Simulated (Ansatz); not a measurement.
# The valence band of H3CCl as photoemission sees it, part 2 of 2

Wanted: projected DOS of H3CCl, weighted into photoemission and X-ray emission spectra, at several levels of theory.

Ansatz 0.2.0; DFT, PBEsol, plane-wave PAW, default files, scalar-relativistic (the session's first sound run).

So far. Step 2 (Self-consistent run, DOS and bands): At this level the gap is 5.42 eV on the path.

### 3. With LDA

This step: DFT, LDA, plane-wave PAW, default files, scalar-relativistic (Ansatz 0.2.0).

The run is repeated with LDA on the same cell, to see how much the levels hang on the functional.

File input.yaml:

```yaml
crystal:
  lattice:
    - [3.250369, -2.560506, 0.0]
    - [3.250369, 2.560506, 0.0]
    - [0.0, 0.0, 7.651655]
  atoms:
    - { symbol: Cl, position: [0.864263, 0.135737, 0.253132] }
    - { symbol: Cl, position: [0.135737, 0.864263, 0.753132] }
    - { symbol: C, position: [0.62514, 0.37486, 0.424152] }
    - { symbol: C, position: [0.37486, 0.62514, 0.924152] }
    - { symbol: H, position: [0.515832, 0.20738, 0.503435] }
    - { symbol: H, position: [0.79262, 0.484168, 0.503435] }
    - { symbol: H, position: [0.484168, 0.79262, 0.003435] }
    - { symbol: H, position: [0.20738, 0.515832, 0.003435] }
    - { symbol: H, position: [0.430208, 0.569792, 0.363546] }
    - { symbol: H, position: [0.569792, 0.430208, 0.863546] }
kpoints:
  mp_grid: { grid: [6, 6, 4] }
  band_path:
    path:
      - [[0.0, 0.0, 0.0], [0.5, 0.5, 0.0], [0.594859, 0.405141, 0.0]]
      - [[0.405141, -0.405141, 0.0], [0.0, 0.0, 0.0], [0.0, 0.0, -0.5], [0.405141, -0.405141, -0.5]]
      - [[0.594859, 0.405141, -0.5], [0.5, 0.5, -0.5], [0.5, 0.5, 0.0]]
      - [[0.0, 0.0, 0.0], [0.5, 0.0, 0.0], [0.5, 0.0, -0.5]]
    npoints: 10
scf:
  occupations: { method: fermi_dirac, width: 0.02 }
  n_extra_bands: 24
hamiltonian:
  xc: lda
  pseudopotentials: { kind: paw }
output:
  forces: true
  stress: true
  dos:
    projected: true
    de: 0.05
    e_range: [-36, 12]
    nscf_kmesh: { grid: [10, 10, 6] }
  fatbands: true
```

Started as:

```
$ ansatz run input.yaml --threads 2 --pin off --max-ram 4096MiB --backend cpu --events-out ev --progress --plain --runs-dir out
```

Numbers of over 12 decimals in the logs are rounded to 6 here.

The log of the run:

```text
[...]
Crystal: 10 atoms, lattice volume = 127.363 Å³
Basis set: ecut = 420 eV, 2479 PW (Γ)
Bands: 38, of which v1, the nominal top of the filled ones, is band 14 counted from 1 (13 counted from 0)
Symmetry: 4 space group operations
[...]
k-points: 39 of 144 (time reversal used)
[...]
SCF iter   1: F=—  HF=-2669.703750 eV  |F-HF|=—  |Δ(HF+E_count)|=         —  Δρ=8.09e-3  dr2=5.46e-2  ethr=1.77e-3  ⟨swp⟩=6.5  Hψ=7725  notcnv=0  defer=155
[...]
SCF iter   6: F=-2669.686274 eV  HF=-2669.686274 eV  |F-HF|=6.58e-8  |Δ(HF+E_count)|=   1.73e-6  Δρ=9.11e-6  dr2=6.09e-8  ethr=3.57e-10  ⟨swp⟩=9.1  Hψ=8625  notcnv=0
SCF 1 converged in 6 iterations: F = -2669.686274 eV  dr2 = 6.09e-8
[...]
NSCF: frozen V_eff on 94 k-points
[...]
SCF converged after 6 iterations
Free energy (F): -2669.686274 eV
[...]
Internal energy: -2669.686274 eV  (E = F + TS)
E sigma→0 (E₀):  -2669.686274 eV
Fermi energy:    1.214029 eV
[...]
--- Forces (eV/Å), atoms counted from 1 ---
  atom   1  Cl     0.00000000     0.15529289     0.15996932
  atom   2  Cl     0.00000000    -0.15529289     0.15996932
  atom   3  C     -0.00000000    -0.10728668    -0.31970293
  atom   4  C      0.00000000     0.10728668    -0.31970293
  atom   5  H     -0.15039743     0.00058926     0.05871781
  atom   6  H      0.15039743     0.00058926     0.05871781
  atom   7  H      0.15039743    -0.00058926     0.05871781
  atom   8  H     -0.15039743    -0.00058926     0.05871781
  atom   9  H      0.00000000    -0.03935464     0.04228517
  atom  10  H      0.00000000     0.03935464     0.04228517
  max |Σ_I F_I| component: 2.56e-5 eV/Å
--- Stress (GPa, compression-positive) ---
       -0.769071       0.000000       0.000000
        0.000000      -2.038983       0.000000
        0.000000       0.000000      -1.904049
  P = ⅓ Tr σ = -1.5707 GPa (-15.707 kbar)
--- Band table (eV; the first three rows and the last of 39) ---
  k-point 0: bands = [... 10 lower, -2.0648, -1.7962, -1.7699, -1.4566, 4.4814, 4.6012, 5.2908, 6.1458, ... 20 higher]
  k-point 1: bands = [... 10 lower, -2.0227, -1.8168, -1.7477, -1.5078, 4.2432, 4.2776, 5.7035, 6.3293, ... 20 higher]
  k-point 2: bands = [... 10 lower, -1.9222, -1.9222, -1.6292, -1.6292, 4.0643, 4.0643, 6.1974, 6.1974, ... 20 higher]
  k-point 38: bands = [... 10 lower, -2.0862, -2.0862, -1.8676, -1.8676, 4.3722, 4.3722, 7.2491, 7.2491, ... 20 higher]
```

Wall time 42 s (2 threads of Arm Neoverse V2, shared host); peak memory 0.52 GiB; 84 s of CPU time.

This step gave:

```yaml
free_energy: -2669.6863 eV
fermi_energy: 1.214 eV
pressure: -1.571 GPa
gap_on_the_k_mesh: 5.208 eV
share_of_occupied_states_in_no_projected_shell: 0.0101 of the occupied states in the window
gap_on_the_path: 5.205 eV
least_direct_gap_on_the_path: 5.267 eV
```

Electronic bands along the path, in eV, zero at the valence-band maximum; v1 is the highest filled band, c1 the lowest empty one:

| point | v4 | v3 | v2 | v1 | c1 | c2 |
| --- | --- | --- | --- | --- | --- | --- |
| Γ | -0.67 | -0.40 | -0.37 | -0.06 | 5.88 | 6.00 |
| halfway | -0.75 | -0.45 | -0.37 | -0.25 | 6.17 | 6.39 |
| Y | -1.00 | -0.97 | -0.35 | 0.00 | 6.15 | 6.28 |
| halfway | -0.96 | -0.96 | -0.32 | 0.00 | 6.14 | 6.20 |
| F0 | -0.92 | -0.83 | -0.23 | -0.01 | 6.05 | 6.11 |
| jump to Δ0 | -0.92 | -0.83 | -0.23 | -0.01 | 6.05 | 6.11 |
| halfway | -0.58 | -0.27 | -0.07 | -0.06 | 5.28 | 6.42 |
| Γ | -0.67 | -0.40 | -0.37 | -0.06 | 5.88 | 6.00 |
| halfway | -0.62 | -0.42 | -0.35 | -0.11 | 5.64 | 5.68 |
| Z | -0.52 | -0.52 | -0.23 | -0.23 | 5.46 | 5.46 |
| halfway | -0.32 | -0.32 | -0.18 | -0.18 | 5.96 | 5.96 |
| B0 | -0.54 | -0.54 | -0.45 | -0.45 | 5.93 | 5.93 |
| jump to G0 | -0.54 | -0.54 | -0.45 | -0.45 | 5.93 | 5.93 |
| halfway | -0.65 | -0.65 | -0.46 | -0.46 | 5.81 | 5.81 |
| T | -0.69 | -0.69 | -0.47 | -0.47 | 5.77 | 5.77 |
| halfway | -0.91 | -0.82 | -0.45 | -0.14 | 5.91 | 6.02 |
| Y | -1.00 | -0.97 | -0.35 | 0.00 | 6.15 | 6.28 |
| jump to Γ | -0.67 | -0.40 | -0.37 | -0.06 | 5.88 | 6.00 |
| halfway | -0.44 | -0.43 | -0.22 | -0.17 | 5.46 | 6.54 |
| S | -0.47 | -0.35 | -0.21 | -0.07 | 5.88 | 6.08 |
| halfway | -0.49 | -0.41 | -0.14 | -0.04 | 6.01 | 6.18 |
| R | -0.48 | -0.48 | -0.06 | -0.06 | 6.23 | 6.23 |

Of the projections kept (Cl s, Cl p, C s, C p, H s, not projected), the largest for each band there; the rest of the weight can lie on other orbitals:

| point | v4 | v3 | v2 | v1 | c1 | c2 |
| --- | --- | --- | --- | --- | --- | --- |
| Γ | Cl p 0.86 | Cl p 0.90 | Cl p 0.87 | Cl p 0.87 | C p 0.29 | H s 0.47 |
| Y | Cl p 0.87 | Cl p 0.85 | Cl p 0.83 | Cl p 0.81 | C p 0.44 | C p 0.39 |
| F0 | Cl p 0.85 | Cl p 0.86 | Cl p 0.84 | Cl p 0.81 | C p 0.33 | C p 0.44 |
| Δ0 | Cl p 0.85 | Cl p 0.86 | Cl p 0.84 | Cl p 0.81 | C p 0.33 | C p 0.44 |
| Γ | Cl p 0.86 | Cl p 0.90 | Cl p 0.87 | Cl p 0.87 | C p 0.29 | H s 0.47 |
| Z | Cl p 0.87 | Cl p 0.87 | Cl p 0.88 | Cl p 0.88 | C p 0.23 | C p 0.23 |

The two runs compared:

| quantity | this run | base run | difference |
| --- | --- | --- | --- |
| gap on the path (eV) | 5.2048 | 5.4222 | -0.217 |
| least direct gap on the path (eV) | 5.2669 | 5.4767 | -0.210 |
| gap on the k-mesh (eV) | 5.2082 | 5.4250 | -0.217 |

One result that differs is the gap on the path, 5.20 eV against 5.42 eV.

At this level the gap is 5.20 eV on the path.

### 4. With r²SCAN

This step: DFT, r2SCAN, plane-wave PAW, default files, scalar-relativistic (Ansatz 0.2.0).

The run is repeated with r²SCAN on the same cell, to see how much the levels hang on the functional.

input.yaml, as its differences from that of step 3:

```diff
@@ -29,3 +29,3 @@
 hamiltonian:
-  xc: lda
+  xc: r2scan
   pseudopotentials: { kind: paw }
```

The log of the run:

```text
[...]
Crystal: 10 atoms, lattice volume = 127.363 Å³
Basis set: ecut = 500 eV, 3257 PW (Γ), exchange–correlation on 128×128×240 points (64 copies of the dense FFT grid, shifted against one another)
Bands: 38, of which v1, the nominal top of the filled ones, is band 14 counted from 1 (13 counted from 0)
Symmetry: 4 space group operations
[...]
k-points: 39 of 144 (time reversal used)
[...]
SCF iter   1: F=—  HF=-2769.167293 eV  |F-HF|=—  |Δ(HF+E_count)|=         —  Δρ=5.59e-3  dr2=3.25e-2  dr2_τ=4.05e-1  ethr=1.77e-3  ⟨swp⟩=6.8  Hψ=8130  notcnv=0  defer=220
[...]
SCF iter   7: F=-2768.977644 eV  HF=-2768.977644 eV  |F-HF|=1.83e-9  |Δ(HF+E_count)|=   1.72e-7  Δρ=2.26e-6  dr2=5.53e-9  dr2_τ=5.67e-10  ethr=3.57e-10  ⟨swp⟩=11.5  Hψ=9435  notcnv=0
SCF 1 converged in 7 iterations: F = -2768.977644 eV  dr2 = 5.53e-9
[...]
SCF converged after 7 iterations
Free energy (F): -2768.977644 eV
[...]
Internal energy: -2768.977644 eV  (E = F + TS)
E sigma→0 (E₀):  -2768.977644 eV
Fermi energy:    1.406690 eV
[...]
--- Forces (eV/Å), atoms counted from 1 ---
  atom   1  Cl     0.00000000    -0.03230672    -0.02785217
  atom   2  Cl     0.00000000     0.03230672    -0.02785217
  atom   3  C      0.00000000     0.38904488     0.21107522
  atom   4  C      0.00000000    -0.38904488     0.21107522
  atom   5  H      0.22005477     0.05259718    -0.20202176
  atom   6  H     -0.22005477     0.05259718    -0.20202176
  atom   7  H     -0.22005477    -0.05259718    -0.20202176
  atom   8  H      0.22005477    -0.05259718    -0.20202176
  atom   9  H      0.00000000    -0.46057436     0.22083900
  atom  10  H      0.00000000     0.46057436     0.22083900
  max |Σ_I F_I| component: 3.71e-5 eV/Å
--- Stress (GPa, compression-positive) ---
       -1.227217       0.000000       0.000000
        0.000000      -1.308317       0.000000
        0.000000       0.000000      -1.022073
  P = ⅓ Tr σ = -1.1859 GPa (-11.859 kbar)
--- Band table (eV; the first three rows and the last of 39) ---
  k-point 0: bands = [... 10 lower, -2.2547, -2.0054, -1.9840, -1.6771, 5.0343, 5.3294, 5.8796, 6.9844, ... 20 higher]
  k-point 1: bands = [... 10 lower, -2.2157, -2.0262, -1.9583, -1.7264, 4.8322, 4.9401, 6.3643, 7.1080, ... 20 higher]
  k-point 2: bands = [... 10 lower, -2.1226, -2.1226, -1.8435, -1.8435, 4.6902, 4.6902, 6.9083, 6.9083, ... 20 higher]
  k-point 38: bands = [... 10 lower, -2.2801, -2.2801, -2.0780, -2.0780, 4.9464, 4.9464, 8.0192, 8.0192, ... 20 higher]
```

Wall time 78 s (2 threads); peak memory 0.76 GiB; 2.6 min of CPU time.

Numbers from this step:

- free energy: -2768.9776 eV
- Fermi energy: 1.407 eV
- pressure: -1.186 GPa
- gap on the k-mesh: 6.058 eV
- share of occupied states in no projected shell: 0.0113 of the occupied states in the window
- gap on the path: 6.056 eV
- least direct gap on the path: 6.105 eV

The electronic bands at the labelled points (eV, zero at the valence-band maximum; v1 is the highest filled band, c1 the lowest empty one):

| point | v4 | v3 | v2 | v1 |
| --- | --- | --- | --- | --- |
| Γ | -0.62 | -0.37 | -0.35 | -0.04 |
| halfway | -0.71 | -0.42 | -0.35 | -0.23 |
| Y | -0.94 | -0.92 | -0.33 | 0.00 |
| halfway | -0.90 | -0.90 | -0.30 | 0.00 |
| F0 | -0.87 | -0.78 | -0.22 | -0.01 |
| jump to Δ0 | -0.87 | -0.78 | -0.22 | -0.01 |
| halfway | -0.55 | -0.25 | -0.06 | -0.05 |
| Γ | -0.62 | -0.37 | -0.35 | -0.04 |
| halfway | -0.58 | -0.39 | -0.32 | -0.09 |
| Z | -0.49 | -0.49 | -0.21 | -0.21 |
| halfway | -0.29 | -0.29 | -0.16 | -0.16 |
| B0 | -0.51 | -0.51 | -0.42 | -0.42 |
| jump to G0 | -0.51 | -0.51 | -0.42 | -0.42 |
| halfway | -0.61 | -0.61 | -0.44 | -0.44 |
| T | -0.64 | -0.64 | -0.44 | -0.44 |
| halfway | -0.86 | -0.77 | -0.43 | -0.13 |
| Y | -0.94 | -0.92 | -0.33 | 0.00 |
| jump to Γ | -0.62 | -0.37 | -0.35 | -0.04 |
| halfway | -0.41 | -0.40 | -0.20 | -0.15 |
| S | -0.43 | -0.33 | -0.20 | -0.06 |
| halfway | -0.45 | -0.38 | -0.13 | -0.03 |
| R | -0.45 | -0.45 | -0.04 | -0.04 |

Of the projections kept (Cl s, Cl p, C s, C p, H s, not projected), the largest for each band there; the rest of the weight can lie on other orbitals:

| point | v4 | v3 | v2 | v1 |
| --- | --- | --- | --- | --- |
| Γ | Cl p 0.87 | Cl p 0.90 | Cl p 0.88 | Cl p 0.88 |
| Y | Cl p 0.88 | Cl p 0.86 | Cl p 0.85 | Cl p 0.82 |
| F0 | Cl p 0.86 | Cl p 0.87 | Cl p 0.85 | Cl p 0.82 |
| Δ0 | Cl p 0.86 | Cl p 0.87 | Cl p 0.85 | Cl p 0.82 |
| Γ | Cl p 0.87 | Cl p 0.90 | Cl p 0.88 | Cl p 0.88 |
| Z | Cl p 0.88 | Cl p 0.88 | Cl p 0.89 | Cl p 0.89 |

The DOS has structure finer than the step of the table below, so its rows give means over 1 eV, whole bins alone (the curve runs from -16.8 to 15.0 eV). Peaks (eV: height): total -15.1: 27.3, -10.2: 18.4, -3.4: 17.1, -0.1: 14.5; Cl 3p -4.3: 1.77, -3.4: 8.70, -0.1: 12.3, 7.0: 2.02; C 2p -4.3: 5.26, -3.8: 6.17, -3.4: 5.80, 7.0: 2.80; H 1s -10.2: 5.00, -4.3: 2.76, -3.8: 3.28, 9.7: 2.41; C 2s -15.1: 4.74, -10.2: 6.83, 6.7: 0.945.

DOS against E, zero at the valence-band maximum; means over each step; values in states/eV/cell:

| E (eV) | total | Cl 3p | C 2p | H 1s | C 2s | Cl 3s |
| --- | --- | --- | --- | --- | --- | --- |
| -16 | 0 | 0 | 0 | 0 | 0 | 0 |
| -15 | 4.00 | 0.0923 | 0.242 | 0.334 | 0.695 | 2.62 |
| -14 | 0 | 0 | 0 | 0 | 0 | 0 |
| -13 | 0 | 0 | 0 | 0 | 0 | 0 |
| -12 | 0 | 0 | 0 | 0 | 0 | 0 |
| -11 | 0.0210 | 0.00135 | 0.00105 | 0.00599 | 0.00767 | 0.00461 |
| -10 | 3.98 | 0.248 | 0.192 | 1.07 | 1.47 | 0.930 |
| -9 | 0 | 0 | 0 | 0 | 0 | 0 |
| -8 | 0 | 0 | 0 | 0 | 0 | 0 |
| -7 | 0 | 0 | 0 | 0 | 0 | 0 |
| -6 | 0 | 0 | 0 | 0 | 0 | 0 |
| -5 | 0.593 | 0.111 | 0.306 | 0.161 | 2.6e-4 | 4.2e-4 |
| -4 | 7.69 | 1.27 | 4.12 | 2.14 | 0.00572 | 0.0234 |
| -3 | 3.72 | 1.89 | 1.26 | 0.372 | 0.00614 | 0.142 |
| -2 | 0 | 0 | 0 | 0 | 0 | 0 |
| -1 | 1.87 | 1.62 | 0.0721 | 0.165 | 0.00288 | 4.6e-4 |
| 0 | 6.13 | 5.24 | 0.370 | 0.458 | 0.00952 | 0.00150 |
| 1 | 0 | 0 | 0 | 0 | 0 | 0 |
| 2 | 0 | 0 | 0 | 0 | 0 | 0 |
| 3 | 0 | 0 | 0 | 0 | 0 | 0 |
| 4 | 0 | 0 | 0 | 0 | 0 | 0 |
| 5 | 0 | 0 | 0 | 0 | 0 | 0 |
| 6 | 0.563 | 0.116 | 0.134 | 0.0969 | 0.113 | 0.0253 |
| 7 | 3.44 | 0.914 | 1.18 | 0.246 | 0.423 | 0.167 |
| 8 | 0.752 | 0.0557 | 0.163 | 0.234 | 0.0576 | 0.0157 |
| 9 | 3.53 | 0.115 | 0.572 | 1.09 | 0.157 | 0.0232 |
| 10 | 5.27 | 0.107 | 0.799 | 1.65 | 0.130 | 0.0125 |
| 11 | 3.03 | 0.0292 | 0.311 | 0.698 | 0.101 | 0.00274 |
| 12 | 3.42 | 0.0203 | 0.232 | 0.327 | 0.0399 | 0.00192 |
| 13 | 3.60 | 0.0290 | 0.273 | 0.333 | 0.0406 | 0.00405 |
| 14 | 3.41 | 0.0204 | 0.179 | 0.268 | 0.0446 | 0.00264 |

Side by side:

| quantity | this run | base run | difference |
| --- | --- | --- | --- |
| gap on the path (eV) | 6.056 | 5.4222 | 0.634 |
| least direct gap on the path (eV) | 6.1051 | 5.4767 | 0.628 |
| gap on the k-mesh (eV) | 6.0582 | 5.4250 | 0.633 |

The two runs differ clearly in the gap on the path: 6.06 eV against 5.42 eV.

At this level the gap is 6.06 eV on the path.

### 5. Results

- least gap on the mesh and the path: 5.42 eV
- strongest listed peak within 13 eV of the zero, at 1486.7 eV: 0.3 eV binding, mostly Cl 3p
- PBEsol (42 s on 2 threads): gap 5.42 eV, highest Al Kα peak within 13 eV at 0.3 eV (Cl 3p)
- LDA (42 s on 2 threads): gap 5.20 eV, highest Al Kα peak within 13 eV at 0.3 eV (Cl 3p)
- r²SCAN (78 s on 2 threads): gap 6.06 eV, highest Al Kα peak within 13 eV at 0.3 eV (Cl 3p)

H3CCl is an insulator or semiconductor at the base level (gap 5.42 eV), and its valence spectrum changes with photon energy as the shells' cross sections do. At 1486.7 eV the valence spectrum has its highest listed peaks within 13 eV at 0.3 eV (Cl 3p), 3.4 eV (Cl 3p) and 9.7 eV (Cl 3s). The shell named is the one with most of the intensity, cross sections included, not always the one with most states there. In the main run, from 1486.7 eV towards hard X-rays the Cl 3s share grows by 25 points, as its cross section falls more slowly with photon energy than those of the shells it gains on. With LDA, the gap on the path moves from 5.42 to 5.20 eV. With r²SCAN, the gap on the path moves from 5.42 to 6.06 eV. At 100 eV the area is led by Cl 3p (50 %), at 5414.7 eV by Cl 3s (75 %), since cross sections fall faster with photon energy for shells of higher angular momentum. These are Kohn–Sham levels; self-energy shifts and satellites are missing. Each run has its own recipe for the spectra (widths, photon energies, in some runs the light), so peak heights and places can differ between runs for that reason too. The structure comes from a computed Materials Project entry, not from a measurement. Semilocal Kohn–Sham gaps are too small as a rule.

[Logs are printed without paths, hosts, clocks, repeated set-up lines and the standing remarks that a program may print on its own settings, such as how far it seeks lower states.]

[Hosts, paths, dates, database ids (printed as entryN), source tags and the programs' standing remarks are cut or masked in the printed files.]

[Maps of the electrostatic potential energy from Ansatz leave out the sawtooth potential of an applied field or a dipole correction, so their vacuum need not be flat; work functions include it.]

[Peak lists hold at most the 14 tallest peaks of each spectrum; further lines can be left out.]
